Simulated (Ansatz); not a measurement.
# Sn2C (model cell, started as cuprite): following an unstable mode, part 2 of 2

Wanted: the energy along a soft mode of Sn2C (model cell, started as cuprite) and the structure at the end.

Ansatz 0.2.0; DFT PBEsol, scalar-relativistic, plane waves, PAW.

So far, highest frequency on the path or at a solved wavevector (cm⁻¹): step 2 (phonons on a q mesh) 535. Also lowest frequency on the path (cm⁻¹): step 2 -184.

The structure was built from a prototype and need not be the compound's stable phase.

**5. Energy along the mode, all amplitudes (two of the runs are shown above)**

An imaginary frequency means negative curvature, so the energy should fall and then rise again as anharmonic terms take over.

Numbers from this step:

| Quantity | Value |
| --- | --- |
| depth at the lowest point sampled | 44.39 meV/atom |
| largest atomic shift at that point | 0.32 Å |

The energy from the parent by largest atomic shift:

```tsv
largest atomic shift (Å)	energy from the parent (meV/atom)
0.000	0
0.040	-2.10
0.080	-7.66
0.140	-19.7
0.220	-37.0
0.320	-44.4
0.450	8.69
```

Displacement at unit largest shift by atom:

```tsv
atom	x (Å)	y (Å)	z (Å)	size
C1	-0.707	0.000	-0.707	1.000
C2	0.707	0.000	0.707	1.000
C3	-0.707	0.000	-0.707	1.000
C4	0.707	0.000	0.707	1.000
Sn5	-0.056	-0.628	-0.056	0.633
Sn6	0.056	0.628	0.056	0.633
Sn7	0.572	0.000	0.572	0.809
Sn8	-0.572	0.000	-0.572	0.809
Sn9	-0.056	0.628	-0.056	0.633
Sn10	0.056	-0.628	0.056	0.633
Sn11	0.572	0.000	0.572	0.809
Sn12	-0.572	0.000	-0.572	0.809
```

The lowest of the steps tried is at 0.32 Å, 44.4 meV/atom below the parent; the bottom of the well need not coincide with a step.

**6. Relaxing from the distorted cell**

Starting from the lowest point found, all atoms and the cell are let go, so that strain and other modes of the same symmetry can join in.

File input.yaml:

```yaml
crystal:
  lattice:
    - [5.0213021337, 5.0213021337, 0.0]
    - [5.0213021337, 0.0, 5.0213021337]
    - [5.0213021337, 0.0, -5.0213021337]
  atoms:
    - { symbol: C, position: [0.0, -0.045062847, 0.0] }
    - { symbol: C, position: [0.0, 0.545062847, 0.5] }
    - { symbol: C, position: [0.5, 0.204937153, 0.75] }
    - { symbol: C, position: [0.5, 0.795062847, 0.25] }
    - { symbol: Sn, position: [0.2099720155, 0.1414338306, 0.8950139922] }
    - { symbol: Sn, position: [0.2900279845, 0.6085661694, 0.3549860078] }
    - { symbol: Sn, position: [0.75, 0.1614478229, 0.875] }
    - { symbol: Sn, position: [0.75, 0.5885521771, 0.375] }
    - { symbol: Sn, position: [0.2900279845, 0.6014058462, 0.8549860078] }
    - { symbol: Sn, position: [0.2099720155, 0.1485941538, 0.3950139922] }
    - { symbol: Sn, position: [0.75, 0.1614478229, 0.375] }
    - { symbol: Sn, position: [0.75, 0.5885521771, 0.875] }
kpoints:
  mp_grid: { grid: [8, 8, 8] }
hamiltonian:
  xc: pbesol
scf:
  occupations: { method: methfessel_paxton, width: 0.2 }
output:
  forces: true
  stress: true
  eigenvalues: true
relax:
  adjacent_minimum: "off"
  f_tol: 0.002
  max_steps: 120
  cell: { stress_tol: 0.03 }
```

Command:

```bash
$ ansatz run input.yaml --threads 8 --pin off --max-ram 14336MiB --backend cpu --events-out ev --progress --plain --runs-dir out
```

Numbers of over 12 decimals in the logs are rounded to 6 here.

The program printed:

```text
[...]
Crystal: 12 atoms, lattice volume = 253.209 Å³
Basis set: ecut = 420 eV, 4957 PW (Γ), exchange–correlation on 96×96×96 points (8 copies of the dense FFT grid, shifted against one another)
Bands: 77, of which v1, the nominal top of the filled ones, is band 64 counted from 1 (63 counted from 0)
Symmetry: 8 space group operations
[...]
k-points: 95 of 512
[...]
SCF iter   1: F=—  HF=-48571.378926 eV  |F-HF|=—  |Δ(HF+E_count)|=         —  Δρ=1.29e-2  dr2=7.58e-1  ethr=1.77e-3  ⟨swp⟩=7.3  Hψ=30759  notcnv=0
[...]
SCF iter   8: F=-48571.208501 eV  HF=-48571.208501 eV  |F-HF|=1.89e-8  |Δ(HF+E_count)|=   3.34e-8  S|Δr|=    0.00e0  Δρ=2.44e-6  dr2=3.38e-8  ethr=7.81e-11  ⟨swp⟩=12.0  Hψ=32943  notcnv=0
SCF 1 converged in 8 iterations: F = -48571.208501 eV  dr2 = 3.38e-8
[...]
relax step   1: F+E_penalty+E_count = -48571.20850111 eV  Δ(F+E_penalty+E_count) = +0.000e0 eV  max|allowed force component| = 9.839e-1 eV/Å  Δτ_max = 0.0000 Å  P = +0.513 GPa  Ω = 253.209 Å³  (8 SCF iters, dr2 threshold 1.00e-7 eV, accepted)
Crystal: 12 atoms, lattice volume = 251.244 Å³
Basis set: ecut = 420 eV, 4905 PW (Γ), exchange–correlation on 96×96×96 points (8 copies of the dense FFT grid, shifted against one another)
[...]
SCF iter   7: F=-48571.737802 eV  HF=-48571.737802 eV  |F-HF|=5.25e-7  |Δ(HF+E_count)|=   7.42e-7  S|Δr|=    0.00e0  Δρ=1.36e-5  dr2=1.09e-6  ethr=9.37e-10  ⟨swp⟩=9.2  Hψ=35777  notcnv=0
SCF 2 converged in 7 iterations: F = -48571.737802 eV  dr2 = 1.09e-6
relax step   2: F+E_penalty+E_count = -48571.73780183 eV  Δ(F+E_penalty+E_count) = -5.293e-1 eV  max|allowed force component| = 3.666e-1 eV/Å  Δτ_max = 0.1946 Å  P = +1.438 GPa  Ω = 251.244 Å³  energy of the carried Pulay correction = +1.761e-3 eV  (7 SCF iters, dr2 threshold 1.20e-6 eV, accepted)
Crystal: 12 atoms, lattice volume = 252.404 Å³
Basis set: ecut = 420 eV, 4913 PW (Γ), exchange–correlation on 96×96×96 points (8 copies of the dense FFT grid, shifted against one another)
[...]
SCF iter   6: F=-48572.114260 eV  HF=-48572.114261 eV  |F-HF|=2.25e-7  |Δ(HF+E_count)|=   8.01e-7  S|Δr|=    0.00e0  Δρ=1.47e-5  dr2=8.43e-7  ethr=9.37e-10  ⟨swp⟩=9.0  Hψ=35204  notcnv=0
SCF 3 converged in 6 iterations: F = -48572.114260 eV  dr2 = 8.43e-7
[...]
relax step   3: F+E_penalty+E_count = -48572.11426039 eV  Δ(F+E_penalty+E_count) = -3.765e-1 eV  max|allowed force component| = 3.427e-1 eV/Å  Δτ_max = 0.1918 Å  P = +0.237 GPa  Ω = 252.404 Å³  energy of the carried Pulay correction = +7.198e-4 eV  (6 SCF iters, dr2 threshold 1.20e-6 eV, accepted)
[... from here on, the SCF cycles and remarks between the steps are left out ...]
relax step   4: F+E_penalty+E_count = -48572.26990853 eV  Δ(F+E_penalty+E_count) = -1.556e-1 eV  max|allowed force component| = 7.451e-1 eV/Å  Δτ_max = 0.1405 Å  P = -0.580 GPa  Ω = 247.933 Å³  energy of the carried Pulay correction = +4.761e-3 eV  (7 SCF iters, dr2 threshold 1.20e-6 eV, accepted)
relax step   5: F+E_penalty+E_count = -48572.55756884 eV  Δ(F+E_penalty+E_count) = -2.877e-1 eV  max|allowed force component| = 8.508e-1 eV/Å  Δτ_max = 0.1375 Å  P = +0.320 GPa  Ω = 242.720 Å³  energy of the carried Pulay correction = +9.564e-3 eV  (7 SCF iters, dr2 threshold 1.20e-6 eV, accepted)
relax step   6: F+E_penalty+E_count = -48572.85186618 eV  Δ(F+E_penalty+E_count) = -2.943e-1 eV  max|allowed force component| = 4.775e-1 eV/Å  Δτ_max = 0.1381 Å  P = +3.014 GPa  Ω = 237.708 Å³  energy of the carried Pulay correction = +1.428e-2 eV  (7 SCF iters, dr2 threshold 1.20e-6 eV, accepted)
relax step   7: F+E_penalty+E_count = -48572.66594474 eV  Δ(F+E_penalty+E_count) = +1.859e-1 eV  max|allowed force component| = 1.073e0 eV/Å  Δτ_max = 0.1523 Å  P = +0.370 GPa  Ω = 249.102 Å³  energy of the carried Pulay correction = +3.697e-3 eV  (7 SCF iters, dr2 threshold 1.20e-6 eV, rejected (line search))
relax step   8: F+E_penalty+E_count = -48573.03076843 eV  Δ(F+E_penalty+E_count) = -1.789e-1 eV  max|allowed force component| = 6.252e-2 eV/Å  Δτ_max = 0.0939 Å  P = -0.358 GPa  Ω = 248.464 Å³  energy of the carried Pulay correction = +4.277e-3 eV  (12 SCF iters, accepted)
relax step   9: F+E_penalty+E_count = -48573.03440680 eV  Δ(F+E_penalty+E_count) = -3.638e-3 eV  max|allowed force component| = 8.664e-2 eV/Å  Δτ_max = 0.0481 Å  P = -0.286 GPa  Ω = 247.952 Å³  energy of the carried Pulay correction = +4.743e-3 eV  (6 SCF iters, dr2 threshold 1.20e-6 eV, accepted)
relax step  10: F+E_penalty+E_count = -48573.05234298 eV  Δ(F+E_penalty+E_count) = -1.794e-2 eV  max|allowed force component| = 4.018e-2 eV/Å  Δτ_max = 0.0532 Å  P = -0.070 GPa  Ω = 247.358 Å³  energy of the carried Pulay correction = +5.286e-3 eV  (6 SCF iters, dr2 threshold 1.20e-6 eV, accepted)
relax step  11: F+E_penalty+E_count = -48573.05735678 eV  Δ(F+E_penalty+E_count) = -5.014e-3 eV  max|allowed force component| = 4.836e-2 eV/Å  Δτ_max = 0.0374 Å  P = -0.047 GPa  Ω = 247.834 Å³  energy of the carried Pulay correction = +4.851e-3 eV  (6 SCF iters, dr2 threshold 1.01e-7 eV, accepted)
relax step  12: F+E_penalty+E_count = -48573.08677306 eV  Δ(F+E_penalty+E_count) = -2.942e-2 eV  max|allowed force component| = 1.346e-1 eV/Å  Δτ_max = 0.1220 Å  P = -0.070 GPa  Ω = 249.051 Å³  energy of the carried Pulay correction = +3.744e-3 eV  (7 SCF iters, dr2 threshold 1.46e-7 eV, accepted)
relax step  13: F+E_penalty+E_count = -48573.14702657 eV  Δ(F+E_penalty+E_count) = -6.025e-2 eV  max|allowed force component| = 3.547e-1 eV/Å  Δτ_max = 0.1981 Å  P = -0.265 GPa  Ω = 250.525 Å³  energy of the carried Pulay correction = +2.410e-3 eV  (7 SCF iters, dr2 threshold 1.13e-6 eV, accepted)
relax step  14: F+E_penalty+E_count = -48573.19304225 eV  Δ(F+E_penalty+E_count) = -4.602e-2 eV  max|allowed force component| = 1.219e-1 eV/Å  Δτ_max = 0.0508 Å  P = +0.125 GPa  Ω = 248.801 Å³  energy of the carried Pulay correction = +3.971e-3 eV  (6 SCF iters, dr2 threshold 1.20e-6 eV, accepted)
relax step  15: F+E_penalty+E_count = -48573.22244922 eV  Δ(F+E_penalty+E_count) = -2.941e-2 eV  max|allowed force component| = 5.838e-2 eV/Å  Δτ_max = 0.0904 Å  P = -0.065 GPa  Ω = 249.325 Å³  energy of the carried Pulay correction = +3.495e-3 eV  (6 SCF iters, dr2 threshold 9.29e-7 eV, accepted)
relax step  16: F+E_penalty+E_count = -48573.22633857 eV  Δ(F+E_penalty+E_count) = -3.889e-3 eV  max|allowed force component| = 3.080e-2 eV/Å  Δτ_max = 0.0291 Å  P = +0.000 GPa  Ω = 249.508 Å³  energy of the carried Pulay correction = +3.329e-3 eV  (5 SCF iters, dr2 threshold 1.20e-6 eV, accepted)
relax step  17: F+E_penalty+E_count = -48573.23316950 eV  Δ(F+E_penalty+E_count) = -6.831e-3 eV  max|allowed force component| = 1.052e-2 eV/Å  Δτ_max = 0.0191 Å  P = -0.016 GPa  Ω = 249.222 Å³  energy of the carried Pulay correction = +3.588e-3 eV  (5 SCF iters, dr2 threshold 8.58e-7 eV, accepted)
relax step  18: F+E_penalty+E_count = -48573.23338306 eV  Δ(F+E_penalty+E_count) = -2.136e-4 eV  max|allowed force component| = 4.599e-3 eV/Å  Δτ_max = 0.0078 Å  P = +0.012 GPa  Ω = 249.139 Å³  energy of the carried Pulay correction = +3.664e-3 eV  (6 SCF iters, dr2 threshold 6.92e-9 eV, accepted)
relax step  19: F+E_penalty+E_count = -48573.23335912 eV  Δ(F+E_penalty+E_count) = +2.393e-5 eV  max|allowed force component| = 3.566e-4 eV/Å  Δτ_max = 0.0015 Å  P = -0.003 GPa  Ω = 249.184 Å³  energy of the carried Pulay correction = +3.623e-3 eV  (6 SCF iters, dr2 threshold 1.32e-9 eV, accepted)
relax step  20: F+E_penalty+E_count = -48573.23915390 eV  Δ(F+E_penalty+E_count) = -5.795e-3 eV  max|allowed force component| = 1.083e-3 eV/Å  Δτ_max = 0.0000 Å  P = -0.005 GPa  Ω = 249.184 Å³  stress off target by 8.28e-2 GPa  SCF on the basis re-selected at this cell (its energy is not comparable with the rows above)  (6 SCF iters)
relax step  21: F+E_penalty+E_count = -48573.23927316 eV  Δ(F+E_penalty+E_count) = -1.193e-4 eV  max|allowed force component| = 8.806e-4 eV/Å  Δτ_max = 0.0013 Å  P = +0.007 GPa  Ω = 249.171 Å³  energy of the carried Pulay correction = +2.712e-5 eV  (5 SCF iters, dr2 threshold 1.71e-8 eV, accepted)
[...]
SCF iter   5: F=-48573.239247 eV  HF=-48573.239247 eV  |F-HF|=3.64e-11  |Δ(HF+E_count)|=  1.46e-11  S|Δr|=    0.00e0  Δρ=8.08e-8  dr2=1.93e-11  ethr=1.00e-12  ⟨swp⟩=5.9  Hψ=29706  notcnv=0
SCF 22 converged in 5 iterations: F = -48573.239247 eV  dr2 = 1.93e-11
relax step  22: F+E_penalty+E_count = -48573.23924711 eV  Δ(F+E_penalty+E_count) = +2.605e-5 eV  max|allowed force component| = 8.897e-4 eV/Å  Δτ_max = 0.0000 Å  P = +0.007 GPa  Ω = 249.171 Å³  stress off target by 1.87e-2 GPa  SCF on the basis re-selected at this cell (its energy is not comparable with the rows above)  (5 SCF iters)
basis re-selected at this cell: Δ(F+E_penalty+E_count) = +2.605e-5 eV, ΔP = -0.000 GPa vs the last step (what re-selecting the basis moved, of the pressure what is left beyond the Pulay correction that the steps carried, after the strain that the cell walked since its last selection, with what the two solves' SCF thresholds leave and, on support functions, any second-order correction that the steps lacked; it is no m [...]
SCF converged after 5 iterations
[...]
Free energy (F): -48573.239247 eV
[...]
Internal energy: -48573.239035 eV  (E = F + TS)
E sigma→0 (E₀):  -48573.239194 eV
Entropy (-TS):   -0.000212 eV (-0.018 meV/atom)
Fermi energy:    9.995132 eV
[...]
--- Forces (eV/Å), atoms counted from 1 ---
  atom   1  C     -0.00062395    -0.00058447    -0.00062395
  atom   2  C      0.00062395    -0.00058447     0.00062395
  atom   3  C     -0.00062395     0.00058447    -0.00062395
  atom   4  C      0.00062395     0.00058447     0.00062395
  atom   5  Sn     0.00069951    -0.00058783     0.00069951
  atom   6  Sn    -0.00069951     0.00058783    -0.00069951
  atom   7  Sn     0.00088965    -0.00000000     0.00088965
  atom   8  Sn    -0.00088965     0.00000000    -0.00088965
  atom   9  Sn     0.00069951     0.00058783     0.00069951
  atom  10  Sn    -0.00069951    -0.00058783    -0.00069951
  atom  11  Sn     0.00088965    -0.00000000     0.00088965
  atom  12  Sn    -0.00088965     0.00000000    -0.00088965
  max |Σ_I F_I| component: 1.52e-17 eV/Å
--- Stress (GPa, compression-positive) ---
        0.009091       0.000000       0.009625
        0.000000       0.003298      -0.000000
        0.009625      -0.000000       0.009091
  P = ⅓ Tr σ = 0.0072 GPa (0.072 kbar)
--- Band table (eV; the first three rows and the last of 95) ---
  k-point 0: bands = [... 60 lower, 10.0095, 10.2138, 10.3432, 10.3585, 10.8278, 10.9539, 11.3575, 12.1537, ... 9 higher]
  k-point 1: bands = [... 60 lower, 9.8873, 9.9405, 9.9731, 10.5670, 10.6906, 11.0889, 11.4702, 12.4195, ... 9 higher]
  k-point 2: bands = [... 60 lower, 9.4645, 9.6979, 9.7089, 10.1350, 10.2821, 10.3995, 12.0458, 12.5525, ... 9 higher]
  k-point 94: bands = [... 60 lower, 9.0126, 9.5885, 9.5939, 9.8153, 10.1709, 10.2073, 11.3268, 11.4810, ... 9 higher]
--- Relaxed structure (20 steps of the walk, 19 accepted, 2 SCFs on fresh bases) ---
  F+E_penalty+E_count = -48573.23924711 eV   max|allowed force component| = 8.897e-4 eV/Å   (the final SCF, on the basis selected at the relaxed cell)
  cell:  # Å, volume = 249.1714 Å³
    - [4.944786, 5.121607, -0.354120]
    - [4.590665, 0, 4.590665]
    - [5.298906, 0, -5.298906]
  atoms:
    - { symbol: C, position: [0.014948, 0.032612, -0.00747415] }
    - { symbol: C, position: [0.014948, 0.452440, 0.492526] }
    - { symbol: C, position: [0.485052, 0.297560, 0.757474] }
    - { symbol: C, position: [0.485052, 0.717388, 0.257474] }
    - { symbol: Sn, position: [0.121105, 0.309187, 0.939448] }
    - { symbol: Sn, position: [0.378895, 0.440813, 0.310552] }
    - { symbol: Sn, position: [0.750000, 0.091611, 0.875000] }
    - { symbol: Sn, position: [0.750000, 0.658389, 0.375000] }
    - { symbol: Sn, position: [0.378895, 0.680292, 0.810552] }
    - { symbol: Sn, position: [0.121105, 0.069708, 0.439448] }
    - { symbol: Sn, position: [0.750000, 0.091611, 0.375000] }
    - { symbol: Sn, position: [0.750000, 0.658389, 0.875000] }
```

Run time: 5.6 min. Hardware: 8 threads of Arm Neoverse V2, shared host; peak memory 2.1 GiB.

Relaxation path:

```tsv
step	energy less that of the first step (eV)	largest force component (eV/Å)	pressure (GPa)	volume (Å³)
1	0.0000	0.9839	0.51	253.21
2	-0.5293	0.3666	1.44	251.24
3	-0.9058	0.3427	0.24	252.40
4	-1.0614	0.7451	-0.58	247.93
5	-1.3491	0.8508	0.32	242.72
6	-1.6434	0.4775	3.01	237.71
7	-1.4574	1.0733	0.37	249.10
8	-1.8223	0.0625	-0.36	248.46
9	-1.8259	0.0866	-0.29	247.95
10	-1.8438	0.0402	-0.07	247.36
11	-1.8489	0.0484	-0.05	247.83
12	-1.8783	0.1346	-0.07	249.05
13	-1.9385	0.3547	-0.27	250.52
14	-1.9845	0.1219	0.12	248.80
15	-2.0139	0.0584	-0.07	249.33
16	-2.0178	0.0308	0.00	249.51
17	-2.0247	0.0105	-0.02	249.22
18	-2.0249	0.0046	0.01	249.14
19	-2.0249	0.0004	0.00	249.18
20*	-2.0307	0.0011	-0.01	249.18
21	-2.0308	0.0009	0.01	249.17
22*	-2.0307	0.0009	0.01	249.17
```

Relaxation steps marked * repeat the geometry before them on a plane-wave basis chosen anew for their cell, so energy and pressure can jump there. Relaxation step 7 was tried and not accepted.

The run keeps the 8 symmetry operations that it works with, so distortions that break them were not tested.

```tsv
conventional cell, symmetrised	before	after	change
a (Å)	7.101	6.492	-8.6 %
b (Å)	10.043	10.243	+2.0 %
c (Å)	7.101	7.494	+5.5 %
volume (Å³/atom)	21.10	20.76	-1.6 %
```

The atoms that moved most (Å, as changes of fractional coordinates times the final cell):

```tsv
atom	dx	dy	dz	length
Sn9	0.566	0.455	0.566	0.921
Sn10	-0.566	-0.455	-0.566	0.921
Sn6	-0.566	0.455	-0.566	0.921
Sn5	0.566	-0.455	0.566	0.921
C2	-0.391	0.077	-0.391	0.558
C3	0.391	-0.077	0.391	0.558
C4	-0.391	-0.077	-0.391	0.558
C1	0.391	0.077	0.391	0.558
```

The relaxed structure:

```xyz
12
Lattice="4.9448 5.1216 -0.3541 4.5907 0.0000 4.5907 5.2989 0.0000 -5.2989" Properties=species:S:1:pos:R:3 pbc="T T T"
C     0.1840    0.0766    0.1840
C     4.7608    0.0766   -0.5381
C     7.7783    2.4842   -2.8196
C     7.0561    2.4842    1.7572
Sn    6.9963    0.6203   -3.6016
Sn    5.5428    1.9406    0.2439
Sn    8.7657    3.8412   -4.4816
Sn    8.7181    3.8412    0.7698
Sn    9.2916    1.9406   -1.3062
Sn    3.2474    0.6203   -2.0515
Sn    6.1162    3.8412   -1.8321
Sn   11.3676    3.8412   -1.8797
```

Numbers from this step:

```
pressure        : 0.007160 GPa
volume per atom : 20.76 Å³
```

The distorted start has space group Ibam; the relaxation ends in Ibam.

**7. The phases reached**

The phases reached along the modes that were followed are set side by side.

Energies are those of the first relaxation, on the mesh of the frozen mode; space group, volume and gap are those of the last relaxation. Phases, by row:

```tsv
mode frozen in	space group	energy from parent (meV/atom)	volume (Å³/atom)	gap on mesh (eV)	lowest zone-centre optical mode (cm⁻¹)	largest shift (Å)
parent	Pn-3m	0	21.1	0	–	–
q = (0, -0.5, -0.5), 184i cm⁻¹	P4_222	-103.9	21.24	0	–	0.356
q = (0, -0.5, -0.5), 184i cm⁻¹	Pccm	-82.53	21.23	0	–	0.353
q = (0, -0.5, -0.5), 184i cm⁻¹	P222	-105.3	21.22	0	–	0.367
q = (-0.5, -0.5, -0.5), 138i cm⁻¹	I4_1/amd	-121.9	20.66	0	–	0.374
q = (-0.5, -0.5, -0.5), 138i cm⁻¹	R-3m	-390.8	21.24	0	–	1.887
q = (-0.5, -0.5, -0.5), 138i cm⁻¹	Ibam	-213.6	20.76	0	–	1.02
```

**8. Results**

| Item | Value |
| --- | --- |
| unstable mode of the parent | q = (-0.5, -0.5, -0.5), 138i cm⁻¹ |
| depth at the lowest point sampled | 44.4 meV/atom |
| largest atomic shift at that point | 0.32 Å |
| space group reached (within 0.01 Å) | Ibam |
| energy gained over the parent (first relaxation, on the mesh of the frozen mode) | 214 meV/atom |
| volume per atom, phase reached | 20.8 Å³ |

From this start the structure relaxes into Ibam, 214 meV/atom below the parent. At the parent's cell the well is 44.39 meV/atom deep on the steps tried, with its lowest point at a shift of 0.32 Å. Relaxing atoms and cell changes the gain by +169.25 meV/atom against the lowest step (energies at zero smearing). Most of the total comes from this relaxation. The frozen pattern makes up only 1 % of the final shifts of the atoms, so other modes or strain give most of the change. The modes of the phase reached were not computed on this path. Of the 6 patterns followed to their end from this parent, this one ends 177 meV/atom above the lowest, R-3m. Each path keeps the symmetry of its pattern, so a lower phase may lie along a pattern not tried. With no gap, or one that is small against the smearing, the frequencies hang on the k mesh and the smearing, most of all near Kohn anomalies. Spin-orbit coupling is left out, which can matter for the heavy elements here. A phonon run warned that its eigensolver left some bands unconverged in a pass. The starting cell was built on a prototype and not taken from a measurement, so the phase need not exist.

[Logs are printed without paths, hosts, clocks, repeated set-up lines and the standing remarks that a program may print on its own settings, such as how far it seeks lower states.]

[Hosts, paths, dates, database ids (printed as entryN), source tags and the programs' standing remarks are cut or masked in the printed files.]
